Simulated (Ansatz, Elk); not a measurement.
# Bonding as seen by X-rays: ZrOs5

The structure of ZrOs5 used here is made up (a known structure type with other elements) and was relaxed beforehand with PBE. The aim is the Fourier transform of its all-electron density, F(hkl), set beside the sum over free spherical atoms that refinements use.

Method: DFT, PBE, all-electron APW+lo, Dirac cores, scalar-relativistic bands, static density, no spin, in Elk 11.2.3 (patched build).

This account leaves out most program logs.

The structure was built from a prototype and need not be the compound's stable phase.

## (1) Set-up

The structure is cubic, space group F-43m (No. 216). Conventional cell: a = 7.284 Å, b = 7.284 Å, c = 7.284 Å, α = 90.00°, β = 90.00°, γ = 90.00°. Nearest to Os lie 9 Os at 2.56 to 3.02 Å and 3 Zr at 3.02 Å. Os has 12 Os at 3.02 Å and 4 Zr at 3.15 Å nearest. Nearest to Zr lie 16 Os at 3.02 to 3.15 Å. Farther neighbours are not listed.

## (2) Ground state and structure factors

An all-electron density is needed, since X-rays see the cores too. Task 0 finds the density and task 195 Fourier-transforms it; tshift is off so that phases refer to the origin typed.

Contents of elk.in:

```
tasks
  0
  195

xctype
  20

spinpol
  .false.

rgkmax
  7.0

gmaxvr
  14.0

lmaxo
  7

lmaxapw
  8

swidth
  0.002

tshift
  .false.

ramdisk
  .false.

hmaxvr
  5.5

maxscl
  120

epspot
  1e-06

sppath
  './'

avec
  -0.00000000000 6.88251835365 6.88251835365
  6.88251835365 -0.00000000000 6.88251835365
  6.88251835365 6.88251835365 -0.00000000000

atoms
  2
  'Os.in'
  5
  0.6241482185 0.6241482185 0.1275553444   0.000000 0.000000 0.000000
  0.6241482185 0.1275553444 0.6241482185   0.000000 0.000000 0.000000
  0.6241482185 0.6241482185 0.6241482185   0.000000 0.000000 0.000000
  0.1275553444 0.6241482185 0.6241482185   0.000000 0.000000 0.000000
  0.2500000000 0.2500000000 0.2500000000   0.000000 0.000000 0.000000
  'Zr.in'
  1
  0.0000000000 -0.0000000000 -0.0000000000   0.000000 0.000000 0.000000

ngridk
  5 5 5
```

Launch:

```console
OMP_NUM_THREADS=4 elk
```

Wall time 55 s (4 threads of AMD EPYC 7B13 (Zen 3), shared host); peak memory 0.35 GiB.

SFACRHO.OUT:

```text

h k l indices transformed by vhmat matrix:
   1.000000000       0.000000000       0.000000000    
   0.000000000       1.000000000       0.000000000    
   0.000000000       0.000000000       1.000000000    

      h      k      l  multipl.   |H|            Re(F)            Im(F)           |F|

      0      0      0      1   0.0000000       420.00000      0.21666700E-15   420.00000    
      1      1      1      4  0.79061149      -65.897569       27.656853       71.466013    
      1      0      0      4  0.79061149      -65.897569      -27.656852       71.466013    
      0     -1     -1      6  0.91291951      -31.677525      0.92958043E-09   31.677525    
      1      2      1     12   1.2910632       96.111881     -0.23433916E-09   96.111881    
      0     -1     -2     12   1.5139057       117.12422       150.09975       190.38912    
     -1     -1      1     12   1.5139057       117.12422      -150.09975       190.38912    
     -2      0      0      4   1.5812230      -31.721709      -244.85754       246.90379    
      0      2      0      4   1.5812230      -31.721709       244.85754       246.90379    
      2      2      0      6   1.8258390      -147.57125      0.14756986E-06   147.57125    
     -3     -1     -1     12   1.9896620      -51.189776       25.702343       57.280045    
     -2     -2     -3     12   1.9896620      -51.189776      -25.702343       57.280045    
     -1      1      2     24   2.0413501      -31.963050      0.74917960E-09   31.963050    
      2      3      3     12   2.2361870       80.242438      -4.6829807       80.378972    
      1      0      3     12   2.2361870       80.242438       4.6829807       80.378972    
      3      1      3     12   2.3718345       103.15185      -125.65957       162.57501    
     -1     -3     -3     12   2.3718345       103.15185       125.65957       162.57501    
      0      0      3      4   2.3718345       96.817520      -132.23761       163.89148
```

Elk indexes on the primitive cell of elk.in and gives |H| = 4π sin θ/λ in inverse bohr. Below, one row stands for each form hkl of the conventional cell (m members, Friedel mates merged), F is for one primitive cell and the density is static (no thermal factor). Free-atom factors are Waasmaier and Kirfel's, and R is Σm||F|−|F'||/Σm|F|.

```csv
hkl,m,sin θ/λ (Å⁻¹),"abs F, DFT",neutral atoms,diff.,abs of complex diff.
111,8,0.119,71.466,71.490,-0.024,0.075
200,6,0.137,31.677,31.745,-0.068,0.068
220,12,0.194,96.112,96.339,-0.227,0.227
311,24,0.228,190.389,191.003,-0.614,0.619
222,8,0.238,246.903,247.726,-0.823,0.828
400,6,0.275,147.571,148.244,-0.673,0.673
331,24,0.299,57.280,57.556,-0.276,0.277
420,24,0.307,31.963,32.168,-0.205,0.205
422,24,0.336,80.379,80.456,-0.077,0.078
511,24,0.357,162.575,162.734,-0.158,0.179
333,8,0.357,163.892,163.932,-0.040,0.098
440,12,0.388,280.469,280.394,+0.075,0.075
531,48,0.406,52.499,52.509,-0.010,0.037
442,24,0.412,24.530,24.524,+0.007,0.060
```

## (3) The highest occupied states alone

An energy window below the Fermi level keeps the highest occupied states, to see at which angles they scatter; shallow core shells can lie inside it and anion s states outside. No new self-consistency is needed.

Changes to elk.in since step 2:

```diff
@@ -1,3 +1,2 @@
 tasks
-  0
   195
@@ -40,2 +39,5 @@
 
+wsfac
+  0.125500 0.793000
+
 sppath
```

Launch:

```console
OMP_NUM_THREADS=4 elk
```

The job ended after 11 s (4 threads; peak memory 0.17 GiB).

States within 10 eV below the Fermi level hold 43.98 electrons; any levels below the window count with the cores. Their amplitudes can exceed the total, where window and core parts have opposite phase:

```csv
hkl,sin θ/λ (Å⁻¹),"abs F, window","abs F, all"
111,0.119,5.662,71.466
200,0.137,2.743,31.677
220,0.194,2.384,96.112
311,0.228,3.731,190.389
222,0.238,4.585,246.903
400,0.275,1.636,147.571
331,0.299,0.449,57.280
420,0.307,0.216,31.963
422,0.336,0.212,80.379
511,0.357,0.243,162.575
```

## (4) Another functional

The difference from free atoms is small, so it is set against the change that LDA (Perdew-Wang) makes.

Changes to elk.in since step 3:

```diff
@@ -1,2 +1,3 @@
 tasks
+  0
   195
@@ -4,3 +5,3 @@
 xctype
-  20
+  3
 
@@ -39,5 +40,2 @@
 
-wsfac
-  0.125500 0.793000
-
 sppath
```

Launch:

```console
OMP_NUM_THREADS=4 elk
```

It took 34 s on 4 threads; peak memory 0.23 GiB.

Against the first run R = 0.01 %; the largest change is -0.044 at 880.

## (5) Basis size

The basis and the expansions that go with it are enlarged, to see whether the differences are converged.

Changes to elk.in since step 4:

```diff
@@ -5,3 +5,3 @@
 xctype
-  3
+  20
 
@@ -11,12 +11,12 @@
 rgkmax
-  7.0
+  8.5
 
 gmaxvr
-  14.0
+  18.0
 
 lmaxo
-  7
+  9
 
 lmaxapw
-  8
+  10
```

Launch:

```console
OMP_NUM_THREADS=4 elk
```

The job ended after 1.8 min (4 threads; peak memory 0.61 GiB).

Against the first run R = 0.01 %; the largest change is -0.048 at 440.

## (6) Settings against the effect

```csv
run,R against the first run (%),"R against neutral atoms, low angle (%)",wall time
"PBE, rgkmax 7",0.00,0.33,55 s
LDA (Perdew-Wang),0.01,0.32,34 s
rgkmax 8.5 with larger expansions,0.01,0.32,1.8 min
```

## (7) Summary of results

| Quantity | Value |
| --- | --- |
| R against neutral atoms, sin θ/λ < 0.3 Å⁻¹ | 0.33 % |
| R against neutral atoms, 0.3 to 0.82 Å⁻¹ | 0.18 % |

**Reading.** Independent neutral atoms miss the calculated amplitudes by R = 0.33 % below 0.3 Å⁻¹ and 0.18 % from there to 0.82 Å⁻¹; by shells, 0.08 % below 0.15 Å⁻¹ (2 forms), 0.35 % 0.15 to 0.3 (5 forms), 0.10 % 0.3 to 0.45 (9 forms), 0.19 % above 0.45 (55 forms). Bonding, aspherical density and the tables' own atoms all enter these figures, and the runs don't part them. The largest change of an amplitude is -0.82 electrons, at 222. R counts amplitudes alone; phases shift too. The window's part falls from 44.0 electrons at the origin to at most 0.63 between 0.45 and 0.82 Å⁻¹. Below 0.3 Å⁻¹ the changes that finished (LDA (Perdew-Wang) and rgkmax 8.5 with larger expansions) move F by R = 0.01 % at most, against the 0.33 % that separates it from free atoms. The k-mesh has no finished test. These runs have no spin, though d or f shells may be open. Spin-orbit coupling is left out, which can matter for elements this heavy. Part of the difference isn't bonding: the tables are fits to free atoms and ions calculated by other methods than this functional. Thermal motion, anomalous dispersion and extinction are left out.

[Logs are printed without paths, hosts, clocks, repeated set-up lines and the standing remarks that a program may print on its own settings, such as how far it seeks lower states.]

[Hosts, paths, dates, database ids (printed as entryN), source tags and the programs' standing remarks are cut or masked in the printed files.]
